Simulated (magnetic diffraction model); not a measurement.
# FeBiS4 below its ordering temperature

Space group C2/c (no. 15), a = 8.7450 Å, b = 13.1010 Å, c = 6.4790 Å, β = 132.05°.

| site | atom | x | y | z |
| --- | --- | --- | --- | --- |
| 4e | Bi | 0 | 0.8749 | 1/4 |
| 4e | Fe | 1/2 | 0.8944 | 1/4 |
| 8f | S | 0.7724 | 0.9588 | 0.7511 |
| 8f | S | 0.8210 | 0.7061 | 0.8497 |

This is a made-up structure (elements placed in a structure type, unrelaxed), so the numbers test the method and describe no known phase.

Only Fe is taken to order (form factors of Fe3+); orders and moment sizes are assumed, and not adapted to the symmetry. Radiation: neutrons of λ = 2.0775 Å, 5° to 50°; isotropic B of 0.35 Å² (Bi), 0.59 Å² (Fe) and 0.69 Å² (S). Simulated constant-wavelength pattern: nuclear and magnetic terms add, the magnetic one as |2.695 fm × Σ f S⊥ exp(2πi Q·r) exp(−B s²)|², summed over all Q at one angle with the factor 1/(sin²θ cos θ). For collinear order S is the moment m, which repeats by lattice and centring translations R with the sign exp(−2πi k·R). Free-ion form factors, Sears's scattering lengths of 1992, no absorption; a label names one of the reflections at its angle. The strongest nuclear line in the range is 100, and lines under 0.2 are left out.

Above the ordering temperature:

```tsv
2θ (°)	index	I
18.25	(0 2 0)	2.6
20.57	(1 1 0)	1.3
20.68	(1 1 -1)	0.8
31.08	(0 2 1)	100.0
33.19	(2 2 -1)	90.6
33.39	(1 3 -1)	4.2
36.98	(0 4 0)	15.7
37.32	(2 0 0)	9.5
37.58	(2 0 -2)	6.1
41.37	(1 1 1)	4.4
42.08	(2 2 -2)	0.8
44.67	(3 1 -1)	3.3
44.84	(3 1 -2)	1.9
45.12	(0 4 1)	3.5
46.69	(2 4 -1)	30.5
49.62	(1 3 -2)	3.2
```

Below it (cell unchanged):

```
2θ (°)      I
 18.25    2.6
 20.57   48.5
 20.68   29.3
 31.08  122.4
 33.19  110.9
 33.31    1.6
 33.39   12.2
 36.98   15.7
 37.32   21.1
 37.58   17.4
 41.37   10.7
 41.55   10.3
 41.84    0.9
 42.08    1.6
 44.67    8.4
 44.84   10.3
 45.12    4.4
 46.69   31.5
 49.47    6.0
 49.62    4.3
```

**Question.** Find the propagation vector, then choose among these models:
A. collinear moments along [010], 4.46 μB on Fe; signs + at (1/2, 0.8944, 1/4), − at (0, 0.6056, 3/4)
B. collinear moments along [101], 4.46 μB on Fe; signs + at (1/2, 0.8944, 1/4), − at (0, 0.6056, 3/4)
C. collinear moments along [010], 4.46 μB on Fe; signs + at (1/2, 0.8944, 1/4), + at (0, 0.6056, 3/4)
D. collinear moments along [101], 4.46 μB on Fe; signs + at (1/2, 0.8944, 1/4), + at (0, 0.6056, 3/4)

No line moves, and magnetic intensity falls on nuclear lines such as the one at 20.57°; new lines at (1 3 0), (1 1 -2) and (1 3 1) have whole indices that obey the lattice centring, at places with no nuclear intensity to speak of, so the magnetic cell equals the chemical primitive cell: k = 0.

Magnetic intensity, observed (below minus above) and for each model:

| 2θ (°) | index | observed | A | B | C | D |
| --- | --- | --- | --- | --- | --- | --- |
| 18.25 | (0 2 0) | <0.2 | <0.2 | 57.9 | <0.2 | 3.6 |
| 20.57 | (1 1 0) | 47.2 | 28.9 | 7.3 | 47.2 | 12.0 |
| 20.68 | (1 1 -1) | 28.6 | 46.8 | 58.1 | 28.6 | 35.5 |
| 24.94 | (0 0 1) | <0.2 | 30.7 | 14.0 | <0.2 | <0.2 |
| 27.49 | (2 0 -1) | <0.2 | 24.5 | 13.5 | <0.2 | <0.2 |
| 31.08 | (0 2 1) | 22.4 | 1.4 | 1.4 | 22.4 | 22.3 |
| 33.19 | (2 2 -1) | 20.2 | 1.2 | 1.2 | 20.2 | 20.2 |
| 33.39 | (1 3 -1) | 8.0 | 1.6 | 5.1 | 8.0 | 25.5 |

Model C matches.

The absence at (0 2 0) is telling: Q lies along the moments there, so the part normal to Q vanishes.

The structure used: k = (0 0 0), collinear moments along [010], 4.46 μB on Fe; signs + at (1/2, 0.8944, 1/4), + at (0, 0.6056, 3/4).

[Logs are printed without paths, hosts, clocks, repeated set-up lines and the standing remarks that a program may print on its own settings, such as how far it seeks lower states.]
